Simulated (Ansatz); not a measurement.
# TaAgS3 (model cell, started as cubic perovskite with Ta in the octahedra): following an unstable mode, part 2 of 3

Which phase does TaAgS3 (model cell, started as cubic perovskite with Ta in the octahedra) fall into along its unstable mode, and how much energy does it gain?

Ansatz 0.2.0; DFT PBE, scalar-relativistic, plane waves, PAW; PAW set soft_1.

So far, highest frequency on the path or at a solved wavevector (cm⁻¹): step 2 (response at finite wavevector) 502. Also lowest frequency on the path (cm⁻¹): step 2 -181.

The structure was built from a prototype and need not be the compound's stable phase.

## Step 4: The mode frozen in, largest atomic shift 0.6 Å

The atoms are moved along the unstable eigenvector, the largest shift by 0.6 Å, with the cell fixed.

input.yaml reads:

```yaml
crystal:
  lattice:
    - [4.8114923399, 4.8114923399, 0.0]
    - [4.8114923399, 0.0, 4.8114923399]
    - [4.8114923399, 0.0, -4.8114923399]
  atoms:
    - { symbol: Ag, position: [0.0, 0.5, 0.5] }
    - { symbol: Ag, position: [0.0, 0.0, 0.0] }
    - { symbol: Ta, position: [0.5, 0.25, 0.75] }
    - { symbol: Ta, position: [0.5, 0.75, 0.25] }
    - { symbol: S, position: [0.4118227696, 0.0, 1.0] }
    - { symbol: S, position: [0.5881772304, 0.5, 0.5] }
    - { symbol: S, position: [0.0, -0.0881772304, 0.5] }
    - { symbol: S, position: [0.0, 0.5881772304, 1.0] }
    - { symbol: S, position: [0.5881772304, 0.4118227696, 1.0] }
    - { symbol: S, position: [0.4118227696, 0.0881772304, 0.5] }
kpoints:
  mp_grid: { grid: [8, 8, 8] }
hamiltonian:
  xc: pbe
  pseudopotentials: { kind: paw, azcp: { folder: soft_1 } }
scf:
  occupations: { method: methfessel_paxton, width: 0.2 }
output:
  forces: true
  stress: true
  eigenvalues: true
```

Started as:

```console
$ ansatz run input.yaml --threads 4 --pin off --max-ram 16384MiB --backend cpu --events-out ev --progress --plain --runs-dir out
```

Numbers of over 12 decimals in the logs are rounded to 6 here.

The program printed:

```text
[...]
Crystal: 10 atoms, lattice volume = 222.777 Å³
Basis set: ecut = 420 eV, 4285 PW (Γ), exchange–correlation on 96×96×96 points (8 copies of the dense FFT grid, shifted against one another)
Bands: 60, of which v1, the nominal top of the filled ones, is band 50 counted from 1 (49 counted from 0)
Symmetry: 12 space group operations
[...]
k-points: 65 of 512
[...]
k-point 0: bands = [... 46 lower, 7.3316, 7.4721, 7.5891, 7.5891, 7.7592, 7.9276, 7.9276, 9.4060, ... 6 higher]
  k-point 1: bands = [... 46 lower, 7.1222, 7.1222, 7.6927, 7.6927, 8.0426, 8.1701, 8.1701, 9.5337, ... 6 higher]
  k-point 2: bands = [... 46 lower, 7.0061, 7.0061, 7.6216, 7.6216, 8.3128, 8.6525, 8.6525, 9.7197, ... 6 higher]
  k-point 64: bands = [... 46 lower, 6.4056, 6.9966, 7.3139, 7.3658, 8.4290, 8.8367, 9.0385, 9.6697, ... 6 higher]
[key lines of the parts left out:]
SCF converged after 9 iterations
Free energy (F): -40464.435479 eV
Fermi energy:    7.749835 eV
P = ⅓ Tr σ = -5.9580 GPa (-59.580 kbar)
```

The job ended after 15 s (4 threads of Arm Neoverse V1, shared host; peak memory 1 GiB; 61 s of CPU time).

Numbers from this step:

```yaml
pressure: -5.958 GPa
energy_from_the_undistorted_cell: -188.1 meV/atom
```

The energy, extrapolated to zero smearing, is -188.07 meV/atom against the undistorted cell.

The run ends at a pressure of -5.96 GPa, with forces up to 0.47 eV/Å.

## Step 5: Energy along the mode, all amplitudes (two of the runs are shown above)

An imaginary frequency means negative curvature, so the energy should fall and then rise again as anharmonic terms take over.

This step gave:

| Property | Result |
| --- | --- |
| depth at the lowest point sampled | 188.1 meV/atom |
| largest atomic shift at that point | 0.6 Å |

Table of energy from the parent by largest atomic shift:

```csv
largest atomic shift (Å),energy from the parent (meV/atom)
0.000,0
0.040,-1.57
0.080,-6.17
0.140,-18.1
0.220,-41.5
0.320,-79.6
0.450,-134
0.600,-188
```

Displacement at unit largest shift by atom:

```csv
atom,x (Å),y (Å),z (Å),size
Ag1,0.000,0.000,0.000,0.000
Ag2,0.000,0.000,0.000,0.000
Ta3,0.000,0.000,0.000,0.000
Ta4,0.000,0.000,0.000,0.000
S5,-0.707,-0.707,0.000,1.000
S6,0.707,0.707,0.000,1.000
S7,-0.707,0.000,-0.707,1.000
S8,0.707,0.000,0.707,1.000
S9,0.000,0.707,-0.707,1.000
S10,0.000,-0.707,0.707,1.000
```

The lowest of the steps tried is the last one, at 0.6 Å, 188 meV/atom below the parent; the bottom of the well need not coincide with a step.

## Step 6: Relaxing from the distorted cell

Starting from the lowest point found, all atoms and the cell are let go, so that strain and other modes of the same symmetry can join in.

Edit input.yaml of step 4 so:

```diff
@@ -27 +27,6 @@
   eigenvalues: true
+relax:
+  adjacent_minimum: "off"
+  f_tol: 0.002
+  max_steps: 120
+  cell: { stress_tol: 0.03 }
```

The program printed:

```text
[...]
Crystal: 10 atoms, lattice volume = 222.777 Å³
Basis set: ecut = 420 eV, 4285 PW (Γ), exchange–correlation on 96×96×96 points (8 copies of the dense FFT grid, shifted against one another)
Bands: 60, of which v1, the nominal top of the filled ones, is band 50 counted from 1 (49 counted from 0)
Symmetry: 12 space group operations
[...]
k-points: 65 of 512
[...]
SCF iter   1: F=—  HF=-40464.758628 eV  |F-HF|=—  |Δ(HF+E_count)|=         —  Δρ=2.66e-2  dr2=1.40e0  ethr=3.10e-3  ⟨swp⟩=6.9  Hψ=14986  notcnv=0
[...]
SCF iter   9: F=-40464.435479 eV  HF=-40464.435479 eV  |F-HF|=1.00e-8  |Δ(HF+E_count)|=   9.10e-8  S|Δr|=    0.00e0  Δρ=1.88e-6  dr2=1.10e-8  ethr=7.77e-11  ⟨swp⟩=2.4  Hψ=13066  notcnv=0
SCF 1 converged in 9 iterations: F = -40464.435479 eV  dr2 = 1.10e-8
[...]
relax step   1: F+E_penalty+E_count = -40464.43547869 eV  Δ(F+E_penalty+E_count) = +0.000e0 eV  max|allowed force component| = 3.335e-1 eV/Å  Δτ_max = 0.0000 Å  P = -5.958 GPa  Ω = 222.777 Å³  (9 SCF iters, dr2 threshold 1.00e-7 eV, accepted)
Crystal: 10 atoms, lattice volume = 199.788 Å³
Basis set: ecut = 420 eV, 3907 PW (Γ), exchange–correlation on 96×96×96 points (8 copies of the dense FFT grid, shifted against one another)
[...]
SCF iter   7: F=-40465.225668 eV  HF=-40465.225668 eV  |F-HF|=3.80e-8  |Δ(HF+E_count)|=   2.45e-6  S|Δr|=    0.00e0  Δρ=9.74e-6  dr2=1.49e-7  ethr=1.00e-9  ⟨swp⟩=10.8  Hψ=18633  notcnv=0
SCF 2 converged in 7 iterations: F = -40465.225668 eV  dr2 = 1.49e-7
relax step   2: F+E_penalty+E_count = -40465.22566843 eV  Δ(F+E_penalty+E_count) = -7.902e-1 eV  max|allowed force component| = 3.163e-1 eV/Å  Δτ_max = 0.1199 Å  P = +2.341 GPa  Ω = 199.788 Å³  energy of the carried Pulay correction = +4.540e-3 eV  (7 SCF iters, dr2 threshold 1.00e-6 eV, accepted)
Crystal: 10 atoms, lattice volume = 200.619 Å³
Basis set: ecut = 420 eV, 3931 PW (Γ), exchange–correlation on 96×96×96 points (8 copies of the dense FFT grid, shifted against one another)
[...]
SCF iter   6: F=-40465.337567 eV  HF=-40465.337567 eV  |F-HF|=7.94e-8  |Δ(HF+E_count)|=   3.04e-8  S|Δr|=    0.00e0  Δρ=1.44e-5  dr2=5.37e-7  ethr=1.00e-9  ⟨swp⟩=8.3  Hψ=18169  notcnv=0
SCF 3 converged in 6 iterations: F = -40465.337567 eV  dr2 = 5.37e-7
relax step   3: F+E_penalty+E_count = -40465.33756700 eV  Δ(F+E_penalty+E_count) = -1.119e-1 eV  max|allowed force component| = 9.771e-2 eV/Å  Δτ_max = 0.0825 Å  P = +1.491 GPa  Ω = 200.619 Å³  energy of the carried Pulay correction = +4.367e-3 eV  (6 SCF iters, dr2 threshold 1.00e-6 eV, accepted)
[...]
relax step   4: F+E_penalty+E_count = -40465.35990373 eV  Δ(F+E_penalty+E_count) = -2.234e-2 eV  max|allowed force component| = 2.445e-2 eV/Å  Δτ_max = 0.0258 Å  P = -0.611 GPa  Ω = 204.725 Å³  energy of the carried Pulay correction = +3.524e-3 eV  (6 SCF iters, dr2 threshold 1.00e-6 eV, accepted)
[...]
relax step   5: F+E_penalty+E_count = -40465.36349794 eV  Δ(F+E_penalty+E_count) = -3.594e-3 eV  max|allowed force component| = 1.088e-3 eV/Å  Δτ_max = 0.0063 Å  P = -0.012 GPa  Ω = 203.464 Å³  energy of the carried Pulay correction = +3.781e-3 eV  (5 SCF iters, dr2 threshold 1.00e-6 eV, accepted)
Basis set: ecut = 420 eV, 3979 PW (Γ), exchange–correlation on 90×90×96 points (8 copies of the dense FFT grid, shifted against one another)
[...]
SCF iter   7: F=-40465.359497 eV  HF=-40465.359497 eV  |F-HF|=0.00e0  |Δ(HF+E_count)|=  2.91e-11  S|Δr|=    0.00e0  Δρ=3.45e-8  dr2=3.44e-12  ethr=1.00e-12  ⟨swp⟩=6.0  Hψ=15900  notcnv=0
SCF 6 converged in 7 iterations: F = -40465.359497 eV  dr2 = 3.44e-12
relax step   6: F+E_penalty+E_count = -40465.35949684 eV  Δ(F+E_penalty+E_count) = +4.001e-3 eV  max|allowed force component| = 9.645e-4 eV/Å  Δτ_max = 0.0000 Å  P = -0.011 GPa  Ω = 203.464 Å³  stress off target by 2.62e-2 GPa  SCF on the basis re-selected at this cell (its energy is not comparable with the rows above)  (7 SCF iters)
basis re-selected at this cell: Δ(F+E_penalty+E_count) = +4.001e-3 eV, ΔP = +0.002 GPa vs the last step (what re-selecting the basis moved, of the pressure what is left beyond the Pulay correction that the steps carried, after the strain that the cell walked since its last selection, with what the two solves' SCF thresholds leave and, on support functions, any second-order correction that the steps lacked; it is no measure of the basis error at this ecutwfc). The dense FFT grid was sized anew with the basis: this SCF ran on 45×45×48 points, the steps before it on 48×48×48, so part of this shift can come from that change (see relax.cell in the input reference). [rest of the remark cut]
SCF converged after 7 iterations
[...]
Free energy (F): -40465.359497 eV
[...]
Internal energy: -40465.366846 eV  (E = F + TS)
E sigma→0 (E₀):  -40465.361334 eV
Entropy (-TS):   0.007349 eV (0.735 meV/atom)
Fermi energy:    9.114244 eV
[...]
--- Forces (eV/Å), atoms counted from 1 ---
  atom   1  Ag     0.00000000    -0.00000000    -0.00000000
  atom   2  Ag    -0.00000000     0.00000000     0.00000000
  atom   3  Ta    -0.00000000     0.00000000    -0.00000000
  atom   4  Ta    -0.00000000    -0.00000000     0.00000000
  atom   5  S     -0.00096448    -0.00096448    -0.00000000
  atom   6  S      0.00096448     0.00096448    -0.00000000
  atom   7  S     -0.00096448     0.00000000    -0.00096448
  atom   8  S      0.00096448    -0.00000000     0.00096448
  atom   9  S     -0.00000000     0.00096448    -0.00096448
  atom  10  S      0.00000000    -0.00096448     0.00096448
  max |Σ_I F_I| component: 1.81e-17 eV/Å
--- Stress (GPa, compression-positive) ---
       -0.010816       0.007695       0.007695
        0.007695      -0.010816      -0.007695
        0.007695      -0.007695      -0.010816
  P = ⅓ Tr σ = -0.0108 GPa (-0.108 kbar)
--- Band table (eV; the first three rows and the last of 65) ---
  k-point 0: bands = [... 46 lower, 8.9698, 8.9698, 8.9700, 8.9700, 9.1488, 9.2841, 9.2841, 10.6736, ... 6 higher]
  k-point 1: bands = [... 46 lower, 8.7385, 8.7385, 9.0988, 9.0988, 9.4632, 9.5134, 9.5134, 10.8117, ... 6 higher]
  k-point 2: bands = [... 46 lower, 8.5719, 8.5719, 9.0376, 9.0376, 9.8010, 9.9940, 9.9940, 11.0651, ... 6 higher]
  k-point 64: bands = [... 46 lower, 7.7458, 8.2575, 8.4306, 8.6348, 9.6762, 9.9411, 10.1565, 10.9545, ... 6 higher]
--- Relaxed structure (5 steps of the walk, 5 accepted, 1 SCFs on fresh bases) ---
  F+E_penalty+E_count = -40465.35949684 eV   max|allowed force component| = 9.645e-4 eV/Å   (the final SCF, on the basis selected at the relaxed cell)
  cell:  # Å, volume = 203.4637 Å³
    - [4.566980, 4.566980, 2.7755575615628914e-17]
    - [4.566980, 0.0, 4.566980]
    - [4.774004, -0.207023, -4.774004]
  atoms:
    - { symbol: Ag, position: [7.37257477290143e-18, 0.5, 0.5] }
    - { symbol: Ag, position: [2.091117568083793e-18, -9.013437793464592e-19, -6.1291376995559925e-19] }
    - { symbol: Ta, position: [0.5, 0.250000, 0.750000] }
    - { symbol: Ta, position: [0.5, 0.750000, 0.250000] }
    - { symbol: S, position: [0.384947, -1.1102230246251565e-16, 1.0] }
    - { symbol: S, position: [0.615053, 0.5, 0.500000] }
    - { symbol: S, position: [3.469446951953614e-18, -0.115053, 0.5] }
    - { symbol: S, position: [6.938893903907228e-18, 0.615053, 1.0] }
    - { symbol: S, position: [0.615053, 0.384947, 1.000000] }
    - { symbol: S, position: [0.384947, 0.115053, 0.5] }
```

Run time: 88 s. Hardware: 4 threads; peak memory 1 GiB; 5.8 min of CPU time.

Step by step:

```csv
step,energy less that of the first step (eV),largest force component (eV/Å),pressure (GPa),volume (Å³)
1,0.0000,0.3335,-5.96,222.78
2,-0.7902,0.3163,2.34,199.79
3,-0.9021,0.0977,1.49,200.62
4,-0.9244,0.0244,-0.61,204.72
5,-0.9280,0.0011,-0.01,203.46
6*,-0.9240,0.0010,-0.01,203.46
```

Relaxation steps marked * repeat the geometry before them on a plane-wave basis chosen anew for their cell, so energy and pressure can jump there.

The run keeps the 12 symmetry operations that it works with, so distortions that break them were not tested.

```csv
"conventional cell, symmetrised",before,after,change
a (Å),6.804,6.459,-5.1 %
b (Å),6.804,6.459,-5.1 %
c (Å),16.667,16.896,+1.4 %
volume (Å³/atom),22.28,20.35,-8.7 %
```

The atoms that moved most (Å, as changes of fractional coordinates times the final cell):

```csv
atom,dx,dy,dz,length
S8,0.123,0.000,0.123,0.174
S9,0.000,0.123,-0.123,0.174
S7,-0.123,0.000,-0.123,0.174
S5,-0.123,-0.123,0.000,0.174
S6,0.123,0.123,0.000,0.174
S10,0.000,-0.123,0.123,0.174
```

Numbers from this step:

| Item | Value |
| --- | --- |
| pressure | -0.01082 GPa |
| volume per atom | 20.35 Å³ |

The distorted start has space group R-3c; the relaxation ends in R-3c.

## Step 7: The new phase in its own primitive cell

The relaxed structure is symmetrised, reduced to its primitive cell and relaxed tightly, as its phonons need.

input.yaml reads:

```yaml
crystal:
  lattice:
    - [3.2293426424, 1.8644618439, 5.6320695898]
    - [-3.2293426424, 1.8644618439, 5.6320695898]
    - [0.0, -3.7289236878, 5.6320695898]
  atoms:
    - { symbol: Ag, position: [0.25, 0.25, 0.25] }
    - { symbol: Ag, position: [0.75, 0.75, 0.75] }
    - { symbol: Ta, position: [0.5, 0.5, 0.5] }
    - { symbol: Ta, position: [0.0, 0.0, 0.0] }
    - { symbol: S, position: [0.134947015, 0.75, 0.365052985] }
    - { symbol: S, position: [0.865052985, 0.25, 0.634947015] }
    - { symbol: S, position: [0.634947015, 0.865052985, 0.25] }
    - { symbol: S, position: [0.365052985, 0.134947015, 0.75] }
    - { symbol: S, position: [0.75, 0.365052985, 0.134947015] }
    - { symbol: S, position: [0.25, 0.634947015, 0.865052985] }
kpoints:
  mp_grid: { grid: [9, 9, 9] }
hamiltonian:
  xc: pbe
  pseudopotentials: { kind: paw, azcp: { folder: soft_1 } }
scf:
  occupations: { method: methfessel_paxton, width: 0.2 }
output:
  forces: true
  stress: true
  eigenvalues: true
relax:
  adjacent_minimum: "off"
  f_tol: 0.001
  max_steps: 60
  cell: { stress_tol: 0.01 }
```

The program printed:

```text
[...]
Crystal: 10 atoms, lattice volume = 203.464 Å³
Basis set: ecut = 420 eV, 3979 PW (Γ), exchange–correlation on 96×96×96 points (8 copies of the dense FFT grid, shifted against one another)
Bands: 60, of which v1, the nominal top of the filled ones, is band 50 counted from 1 (49 counted from 0)
Symmetry: 12 space group operations
[...]
k-points: 85 of 729
[...]
- { symbol: Ta, position: [0.500000, 0.500000, 0.500000] }
    - { symbol: Ta, position: [0, 0, 0] }
    - { symbol: S, position: [0.134881, 0.75, 0.365119] }
    - { symbol: S, position: [0.865119, 0.250000, 0.634881] }
    - { symbol: S, position: [0.634881, 0.865119, 0.25] }
    - { symbol: S, position: [0.365119, 0.134881, 0.75] }
    - { symbol: S, position: [0.75, 0.365119, 0.134881] }
    - { symbol: S, position: [0.250000, 0.634881, 0.865119] }
[key lines of the parts left out:]
SCF converged after 6 iterations
Free energy (F): -40465.360065 eV
Fermi energy:    9.122503 eV
P = ⅓ Tr σ = -0.0003 GPa (-0.003 kbar)
```

Elapsed: 63 s, on 4 threads; peak memory 1.1 GiB; 4.2 min of CPU time.

Little changed from the start: no atom moved by 0.005 Å and no cell edge by 0.1 %.

Numbers from this step:

| Property | Result |
| --- | --- |
| pressure | -3.05e-4 GPa |
| volume per atom | 20.34 Å³ |

The largest force component left is 0.20 meV/Å and the pressure is 0.000 GPa, within the tolerances set. The cell now holds 20.34 Å³/atom.

(Part 2 of 3 ends here.)

[Logs are printed without paths, hosts, clocks, repeated set-up lines and the standing remarks that a program may print on its own settings, such as how far it seeks lower states.]

[Hosts, paths, dates, database ids (printed as entryN), source tags and the programs' standing remarks are cut or masked in the printed files.]
